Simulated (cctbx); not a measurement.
## SrTi with cctbx, script by script

Library: cctbx 2025.11. The data are simulated by the first script.

## 1. Simulate the data

run.py:

```python
from cctbx import adptbx, crystal, miller, sgtbx, xray
from cctbx.array_family import flex
from iotbx.shelx import hklf
from scitbx import matrix
import scitbx.random

cs = crystal.symmetry(unit_cell=(4.855, 11.784, 4.201, 90, 90, 90), space_group_symbol='Hall: -C 2c 2')  # Cmcm
atoms = [  # label, site, U (iso, or U11 U22 U33 U12 U13 U23 in A^2), occupancy
    ("Sr1", (0, 0.1352, 0.75), (0.0052, 0.0022, 0.0037, 0.0000, 0.0000, 0.0000), 1),
    ("Ti1", (0, 0.4252, 0.75), (0.0040, 0.0037, 0.0022, 0.0000, 0.0000, 0.0000), 1),
]
xs = xray.structure(crystal_symmetry=cs)
for label, site, u, occ in atoms:
    u = adptbx.u_cif_as_u_star(cs.unit_cell(), u) if isinstance(u, tuple) else u
    xs.add_scatterer(xray.scatterer(label, site=site, u=u, occupancy=occ))
xs.set_inelastic_form_factors(0.71073, "sasaki")
xs.show_summary()
p1 = xs.expand_to_p1()
ms = miller.build_set(p1, anomalous_flag=True, d_min=0.6)
flex.set_random_seed(869604)
scitbx.random.set_random_seed(869604)
ms = ms.select(flex.random_double(ms.size()) < 0.95)
i = ms.structure_factors_from_scatterers(p1, algorithm="direct").f_calc().as_intensity_array().data()
i = i * 40000 / flex.max(i)
sig = flex.sqrt(i + flex.pow2(0.04 * i) + 2 ** 2)
noise = scitbx.random.variate(scitbx.random.normal_distribution())(i.size())
data = ms.array(data=i + sig * noise, sigmas=sig).set_observation_type_xray_intensity()
with open("data.hkl", "w") as f:
    data.export_as_shelx_hklf(f)
print("reflections written:", data.size(), " <I/sigma> = %.1f" % flex.mean(data.data() / data.sigmas()))
for h, a, b in list(data.sort("data"))[:12]:
    print("%4d%4d%4d %9.1f %7.1f" % (h + (a, b)))
```

```console
$ python run.py
```

```text
Number of scatterers: 2
At special positions: 2
Unit cell: (4.855, 11.784, 4.201, 90, 90, 90)
Space group: C m c m (No. 63)
reflections written: 4400  <I/sigma> = 9.5
   2   0   0   41483.0  1612.5
  -2   0   0   41443.9  1612.5
   0   0   2   38329.1  1457.1
  -2   0  -2   28613.9  1091.0
  -1  -7   0   27313.6  1021.6
  -2   0   2   26890.4  1091.0
   2   0   2   26885.0  1091.0
  -1   7   0   26764.7  1021.6
   2   0  -2   26049.8  1091.0
   1   7   0   25158.3  1021.6
   0  -4   0   23136.3   976.7
   0   4   0   22216.6   976.7
```

It took 0.27 s on 1 thread of Arm Neoverse V2 (shared host), peak memory 0.07 GiB.

## 2. Symmetry

run.py:

```python
from cctbx import crystal, sgtbx, statistics
from cctbx.array_family import flex
from iotbx.shelx import hklf

p1 = crystal.symmetry(unit_cell=(4.855, 11.784, 4.201, 90, 90, 90), space_group_symbol="P 1")
raw = hklf.reader(file_name="data.hkl").as_miller_arrays(crystal_symmetry=p1, anomalous=True)[0]
print(raw.size(), "reflections to d = %.3f A" % raw.d_min())
isig = raw.data() / raw.sigmas()
print("centring   violations  <I/sigma> of those")
best = "P"
for c in "ABCIRF":
    a = raw.customized_copy(space_group_info=sgtbx.space_group_info("Hall: %s 1" % c)).sys_absent_flags().data()
    m = flex.mean(isig.select(a))
    print("%5s %10d of %5d %8.1f" % (c, (isig.select(a) > 4).count(True), a.count(True), m))
    if (isig.select(a) > 4).count(True) < 0.01 * a.count(True):
        best = c
raw = raw.select(~raw.customized_copy(space_group_info=sgtbx.space_group_info("Hall: %s 1" % best)).sys_absent_flags().data())
isig = raw.data() / raw.sigmas()
rows = []
for s in sgtbx.space_group_symbol_iterator():
    g = sgtbx.space_group(s)
    if g.conventional_centring_type_symbol() != best or not g.is_compatible_unit_cell(p1.unit_cell(), 1e-3, 0.02):
        continue
    rows.append((s, g))
print("Laue class    unique    Rint  (classes that these axes allow; Friedel mates merged)")
rint = {}
for s, g in rows:
    laue = g.build_derived_patterson_group()
    key = laue.type().hall_symbol()
    if key not in rint:
        m = raw.customized_copy(space_group_info=laue.info(), anomalous_flag=False).merge_equivalents()
        rint[key] = m.r_int()
        print("%-14s %6d %7.3f" % (laue.type().lookup_symbol(), m.array().size(), m.r_int()))
floor = min(rint.values())
good = [(s, g) for s, g in rows if rint[g.build_derived_patterson_group().type().hall_symbol()] < 2 * floor + 0.03]
top = max(g.build_derived_patterson_group().order_z() for s, g in good)
print("space group    extra absences  I>4sigma  <I/sigma>")
for s, g in good:
    laue = g.build_derived_patterson_group()
    if laue.order_z() != top:
        continue
    a = raw.customized_copy(space_group_info=g.info()).sys_absent_flags().data()
    a &= ~raw.customized_copy(space_group_info=laue.info()).sys_absent_flags().data()
    bad = (isig.select(a) > 4).count(True)
    if bad <= 0.03 * a.count(True):
        print("%-16s %8d %10d %9s  %s" % (s.universal_hermann_mauguin(), a.count(True), bad, "%.1f" % flex.mean(isig.select(a)) if a.count(True) else "-", "centric" if g.is_centric() else "acentric"))
laue = max(good, key=lambda t: t[1].build_derived_patterson_group().order_z())[1].build_derived_patterson_group()
f = raw.customized_copy(space_group_info=laue.info(), anomalous_flag=False).merge_equivalents().array().eliminate_sys_absent().f_sq_as_f()
f.set_observation_type_xray_amplitude()
bins = max(3, min(8, f.size() // 12))
f.setup_binner(n_bins=bins)
w = statistics.wilson_plot(f, {e: n / laue.order_z() for e, n in {'Sr': 4.0, 'Ti': 4.0}.items()}, e_statistics=True)
print("Wilson B = %.2f A^2   <|E^2-1|> = %.3f (0.968 centric, 0.736 acentric)   E^2>4: %.1f %%" % (w.wilson_b, w.mean_e_sq_minus_1, w.percent_e_sq_gt_2))
print("shell (A)         n   <I/sigma>")
m = raw.customized_copy(space_group_info=laue.info(), anomalous_flag=False).merge_equivalents().array().eliminate_sys_absent()
for b in m.setup_binner(n_bins=bins).range_used():
    sel = m.binner().selection(b)
    print("%5.2f - %4.2f %6d %8.1f" % (min(m.binner().bin_d_range(b)[0] if m.binner().bin_d_range(b)[0] > 0 else 99, 99), m.binner().bin_d_range(b)[1], sel.count(True), flex.mean((m.data() / m.sigmas()).select(sel))))
```

```console
$ python run.py
```

```text
4400 reflections to d = 0.600 A
centring   violations  <I/sigma> of those
    A       1030 of  2196      9.2
    B       1030 of  2172      9.3
    C          0 of  2174      0.0
    I       1043 of  2204     10.0
    R       1440 of  2920      9.6
    F       1030 of  3271      6.2
Laue class    unique    Rint  (classes that these axes allow; Friedel mates merged)
C 1 2/m 1         611   0.030
C 2/m 1 1         639   0.029
C m m m           366   0.032
space group    extra absences  I>4sigma  <I/sigma>
C 2 2 21                8          0       0.1  acentric
C 2 2 2                 0          0         -  acentric
C m m 2                 0          0         -  acentric
C m c 21               44          0       0.1  acentric
C 2 m m                 0          0         -  acentric
C m 2 m                 0          0         -  acentric
C 2 c m                44          0       0.1  acentric
C m c m                44          0       0.1  centric
C m m m                 0          0         -  centric
Wilson B = 0.34 A^2   <|E^2-1|> = 0.750 (0.968 centric, 0.736 acentric)   E^2>4: 0.0 %
shell (A)         n   <I/sigma>
 5.89 - 1.20     57     41.1
 1.20 - 0.95     44     43.5
 0.95 - 0.83     45     43.5
 0.83 - 0.76     47     44.9
 0.76 - 0.70     37     43.4
 0.70 - 0.66     48     40.1
 0.66 - 0.63     44     41.9
 0.63 - 0.60     44     39.2
```

Time: 0.29 s.

## 3. Charge flipping

run.py:

```python
import itertools
from cctbx import crystal, maptbx
from cctbx.array_family import flex
from iotbx.shelx import hklf
from smtbx.ab_initio import charge_flipping as cf

cs = crystal.symmetry(unit_cell=(4.855, 11.784, 4.201, 90, 90, 90), space_group_symbol='Hall: -C 2c 2')  # Cmcm
raw = hklf.reader(file_name="data.hkl").as_miller_arrays(crystal_symmetry=cs, anomalous=True)[0]
merged = raw.eliminate_sys_absent().merge_equivalents()
fo2 = merged.array().set_observation_type_xray_intensity()
f = fo2.average_bijvoet_mates().f_sq_as_f().resolution_filter(d_min=0.8)
p1 = f.expand_to_p1()
p1.setup_binner_counting_sorted(reflections_per_bin=max(40, p1.size() // 12))
work = p1.array(data=p1.data() / p1.amplitude_quasi_normalisations().data())
flex.set_random_seed(5397)
it = cf.weak_reflection_improved_iterator(delta=None, weak_reflection_fraction=0.3)
it.start(work, phases=flex.random_double(p1.size()) * 6.2832, f_000=0)
it.delta = 1.2 * it.rho_map.sigma()
print("cycle      R  skewness")
for n, st in enumerate(itertools.islice(it, 100)):
    if n % 8 == 0:
        print("%5d %6.3f %8.2f" % (n, st.r1_factor(), st.rho_map.skewness()))
rho = p1.phase_transfer(it.f_calc).fft_map().apply_volume_scaling()
polish = cf.low_density_elimination_iterator(constant_rho_c=rho.sigma())
polish.start(f_obs=p1, phases=it.f_calc, f_000=0)
for _ in range(8):
    next(polish)
print("origin shift          correlation  skewness")
maps = []
for fc, shift, cc in itertools.islice(cf.f_calc_symmetrisations(f, polish.f_calc, 0), 4):
    m = f.phase_transfer(fc).fft_map(symmetry_flags=maptbx.use_space_group_symmetry, resolution_factor=0.25).apply_sigma_scaling()
    maps.append((m.skewness(), cc, m))
    print("%6.3f %6.3f %6.3f %10.3f %9.2f" % (tuple(shift) + (cc, m.skewness())))
skew, cc, m = max((t for t in maps if t[1] > maps[0][1] - 0.04), key=lambda t: t[0])
print("taken: symmetry correlation %.3f, skewness %.2f" % (cc, skew))
peaks = m.peak_search(parameters=maptbx.peak_search_parameters(min_distance_sym_equiv=0.9, max_clusters=7)).all()
sps = cs.special_position_settings(min_distance_sym_equiv=0.5)
print("peak      x       y       z  mult  height/sigma")
for k, (x, h) in enumerate(zip(peaks.sites(), peaks.heights())):
    ss = sps.site_symmetry(x)
    print("Q%-3d %7.4f %7.4f %7.4f %4d %8.1f" % ((k + 1,) + tuple(t % 1 for t in ss.exact_site()) + (ss.multiplicity(), h)))
```

```console
$ python run.py
```

```text
cycle      R  skewness
    0  0.543     0.08
    8  0.458     1.69
   16  0.437     2.58
   24  0.417     2.58
   32  0.432     2.69
   40  0.426     2.69
   48  0.442     2.68
   56  0.430     2.74
   64  0.425     2.96
   72  0.449     2.84
   80  0.429     2.86
   88  0.425     2.50
   96  0.447     2.88
origin shift          correlation  skewness
 0.245  0.005  0.373      0.827      4.06
 0.203  0.436  0.349      0.789      1.56
 0.197  0.331  0.336      0.778      1.28
 0.243  0.150  0.376      0.785      3.66
taken: symmetry correlation 0.827, skewness 4.06
peak      x       y       z  mult  height/sigma
Q1    0.0000  0.3676  0.2500    4     11.9
Q2    0.0000  0.0802  0.2500    4     10.5
Q3    0.0000  0.2879  0.2500    4      3.8
Q4    0.0000  0.1950  0.2500    4      2.3
Q5    0.1239  0.1429  0.7500    8      2.1
Q6    0.0000  0.0113  0.7500    4      2.1
Q7    0.1099  0.1365  0.0375   16      1.7
```

Time: 0.33 s.

## 4. Refinement (model from the peaks)

run.py:

```python
import math
from cctbx import adptbx, crystal, maptbx, sgtbx, xray
from cctbx.array_family import flex
from cctbx.xray import observations
from iotbx.shelx import hklf
from scitbx.lstbx import normal_eqns_solving
from smtbx import absolute_structure, utils
from smtbx.refinement import constraints, least_squares

cs = crystal.symmetry(unit_cell=(4.855, 11.784, 4.201, 90, 90, 90), space_group_symbol='Hall: -C 2c 2')  # Cmcm
atoms = [  # label, site, U (iso, or U11 U22 U33 U12 U13 U23 in A^2), occupancy
    ("Ti1", (0, 0.3676, 0.25), 0.0200, 1),
    ("Sr1", (0, 0.0802, 0.25), 0.0200, 1),
]
xs = xray.structure(crystal_symmetry=cs)
for label, site, u, occ in atoms:
    u = adptbx.u_cif_as_u_star(cs.unit_cell(), u) if isinstance(u, tuple) else u
    xs.add_scatterer(xray.scatterer(label, site=site, u=u, occupancy=occ))
xs.set_inelastic_form_factors(0.71073, "sasaki")
raw = hklf.reader(file_name="data.hkl").as_miller_arrays(crystal_symmetry=cs, anomalous=True)[0]
merged = raw.eliminate_sys_absent().merge_equivalents()
fo2 = merged.array().set_observation_type_xray_intensity()
print("Rint %.3f, %d unique reflections to %.2f A" % (merged.r_int(), fo2.size(), fo2.d_min()))
for sc in xs.scatterers():
    sc.flags.set_grad_site(True)
    sc.flags.set_grad_u_aniso(sc.flags.use_u_aniso())
    sc.flags.set_grad_u_iso(sc.flags.use_u_iso())
obs = fo2.as_xray_observations()
extra = {}
rep = constraints.reparametrisation(xs, [], utils.connectivity_table(xs), **extra)
ls = least_squares.crystallographic_ls(obs, rep, weighting_scheme=least_squares.mainstream_shelx_weighting(a=0, b=0))
print("cycle     R1     wR2    GooF  max shift (A)")
for cycle in range(6):
    ls.build_up()
    r1, wr2, goof = ls.r1_factor(cutoff_factor=2)[0], ls.wR2(), ls.goof()
    old = xs.sites_cart()
    normal_eqns_solving.levenberg_marquardt_iterations(ls, n_max_iterations=3, tau=0.0001, step_threshold=1e-7)
    big = flex.max((xs.sites_cart() - old).norms())
    print("%4d %7.4f %7.4f %7.3f %9.5f" % (cycle + 1, r1, wr2, goof, big))
    ls.build_up(objective_only=True)
    if abs(ls.wR2() - wr2) < 5e-5 and big < 5e-4:
        break
ls.build_up()
print("final R1 %.4f wR2 %.4f GooF %.3f  parameters %d  data/parameter %.1f" % (ls.r1_factor(cutoff_factor=2)[0], ls.wR2(), ls.goof(), ls.n_parameters, fo2.size() / ls.n_parameters))
cov = ls.covariance_matrix_and_annotations()
su = dict(zip(cov.annotations, (math.sqrt(max(v, 0)) for v in cov.matrix.matrix_packed_u_diagonal())))
a2 = cs.unit_cell().reciprocal_parameters()[0] ** -2
print("atom        x        y        z      Ueq    occ   su(xyz)  su(Uiso or U11)")
for sc in xs.scatterers():
    s = max(su.get(sc.label + k, 0) for k in (".x", ".y", ".z"))
    npd = "" if sc.is_positive_definite_u(cs.unit_cell()) else "  NPD"
    print("%-5s %8.5f %8.5f %8.5f %8.4f %6.3f %8.5f %7.4f%s" % ((sc.label,) + sc.site + (sc.u_iso_or_equiv(cs.unit_cell()), sc.occupancy, s, su.get(sc.label + ".uiso", su.get(sc.label + ".u11", 0) * a2), npd)))
fo = fo2.f_sq_as_f()
fc = fo.structure_factors_from_scatterers(xs, algorithm="direct").f_calc()
diff = fo.f_obs_minus_f_calc(1 / math.sqrt(ls.scale_factor()), fc).average_bijvoet_mates()
m = diff.fft_map(symmetry_flags=maptbx.use_space_group_symmetry, resolution_factor=0.25).apply_volume_scaling()
print("difference map: max %.2f min %.2f rms %.2f" % (m.statistics().max(), m.statistics().min(), m.statistics().sigma()))
peaks = m.peak_search(parameters=maptbx.peak_search_parameters(min_distance_sym_equiv=0.6, max_clusters=5)).all()
near = xs.closest_distances(peaks.sites(), distance_cutoff=4)
sps = cs.special_position_settings(min_distance_sym_equiv=0.5)
for k, (x, h) in enumerate(zip(peaks.sites(), peaks.heights())):
    ss = sps.site_symmetry(x)
    print("Q%-3d %7.4f %7.4f %7.4f %4d %7.2f  %.2f A from %s" % ((k + 1,) + tuple(t % 1 for t in ss.exact_site()) + (ss.multiplicity(), h, near.smallest_distances[k], xs.scatterers()[near.i_seqs[k]].label)))
```

```console
$ python run.py
```

```text
Rint 0.032, 353 unique reflections to 0.60 A
cycle     R1     wR2    GooF  max shift (A)
   1  0.7903  0.9587  44.555   0.05696
   2  0.7735  0.9441  43.876   0.15716
   3  0.6604  0.8747  40.653   0.09511
   4  0.6525  0.8641  40.159   0.01313
   5  0.6640  0.8723  40.540   0.00855
   6  0.6714  0.8780  40.806   0.00519
final R1 0.6759 wR2 0.8815 GooF 40.970  parameters 4  data/parameter 88.2
atom        x        y        z      Ueq    occ   su(xyz)  su(Uiso or U11)
Ti1    0.00000  0.36720  0.25000   0.0211  1.000  0.00322  0.0136
Sr1    0.00000  0.06353  0.25000   0.0033  1.000  0.00152  0.0034
difference map: max 372.57 min -139.94 rms 19.56
Q1    0.0000  0.0660  0.2500    4  394.32  0.03 A from Sr1
Q2    0.0000  0.3629  0.2500    4  300.09  0.05 A from Ti1
Q3    0.0000  0.2016  0.2500    4  161.19  1.63 A from Sr1
Q4    0.0000  0.3385  0.7500    4  138.53  2.13 A from Ti1
Q5    0.0000  0.1450  0.7500    4   67.23  2.31 A from Sr1
```

Time: 0.7 s.

Figures of merit this high mean that the model is still wrong or incomplete.

## 5. Charge flipping

run.py, as its changes from the last script of this kind:

```diff
@@ -13,3 +13,2 @@
-p1.setup_binner_counting_sorted(reflections_per_bin=max(40, p1.size() // 12))
-work = p1.array(data=p1.data() / p1.amplitude_quasi_normalisations().data())
-flex.set_random_seed(5397)
+work = p1
+flex.set_random_seed(5398)
@@ -20,2 +19,2 @@
-for n, st in enumerate(itertools.islice(it, 100)):
-    if n % 8 == 0:
+for n, st in enumerate(itertools.islice(it, 200)):
+    if n % 16 == 0:
```

```console
$ python run.py
```

```text
cycle      R  skewness
    0  0.516     0.39
   16  0.234     4.52
   32  0.223     4.34
   48  0.228     4.24
   64  0.220     4.32
   80  0.213     4.23
   96  0.220     4.38
  112  0.211     4.34
  128  0.197     4.11
  144  0.209     4.24
  160  0.226     4.20
  176  0.240     4.03
  192  0.235     4.25
origin shift          correlation  skewness
 0.430  0.146  0.102      0.777      2.20
 0.430 -0.004  0.102      0.768      2.13
 0.429  0.063  0.174      0.732      1.58
 0.302  0.211  0.434      0.729      0.81
taken: symmetry correlation 0.777, skewness 2.20
peak      x       y       z  mult  height/sigma
Q1    0.0000  0.4135  0.2500    4      9.2
Q2    0.0000  0.1457  0.7500    4      9.1
Q3    0.0000  0.1338  0.2500    4      6.2
Q4    0.0000  0.2827  0.7500    4      5.5
Q5    0.0000  0.0277  0.2500    4      2.6
Q6    0.1722  0.0950  0.2500    8      2.2
Q7    0.1516  0.1373  0.5704   16      1.9
```

Time: 0.34 s.

## 6. Refinement (model from the peaks)

run.py, as its changes from the last script of this kind:

```diff
@@ -12,2 +12,2 @@
-    ("Ti1", (0, 0.3676, 0.25), 0.0200, 1),
-    ("Sr1", (0, 0.0802, 0.25), 0.0200, 1),
+    ("Ti1", (0, 0.4135, 0.25), 0.0200, 1),
+    ("Sr1", (0, 0.1457, 0.75), 0.0200, 1),
```

```console
$ python run.py
```

```text
Rint 0.032, 353 unique reflections to 0.60 A
cycle     R1     wR2    GooF  max shift (A)
   1  0.6636  0.8910  41.411   0.22681
   2  0.5440  0.7826  36.374   0.03031
   3  0.5436  0.7792  36.216   0.00030
final R1 0.5438 wR2 0.7792 GooF 36.216  parameters 4  data/parameter 88.2
atom        x        y        z      Ueq    occ   su(xyz)  su(Uiso or U11)
Ti1    0.00000  0.39682  0.25000   0.0159  1.000  0.00182  0.0043
Sr1    0.00000  0.13958  0.75000   0.0021  1.000  0.00060  0.0021
difference map: max 220.12 min -66.40 rms 11.58
Q1    0.0000  0.1409  0.7500    4  232.86  0.02 A from Sr1
Q2    0.0000  0.4227  0.7500    4  210.00  2.12 A from Ti1
Q3    0.0000  0.2949  0.7500    4   66.18  1.83 A from Sr1
Q4    0.0000  0.1555  0.2500    4   62.98  2.11 A from Sr1
Q5    0.0000  0.2816  0.2500    4   39.68  1.36 A from Ti1
```

Run time: 0.55 s on 1 thread of Arm Neoverse V2, on a shared host, peak memory 0.09 GiB.

Figures of merit this high mean that the model is still wrong or incomplete.

[Logs are printed without paths, hosts, clocks, repeated set-up lines and the standing remarks that a program may print on its own settings, such as how far it seeks lower states.]
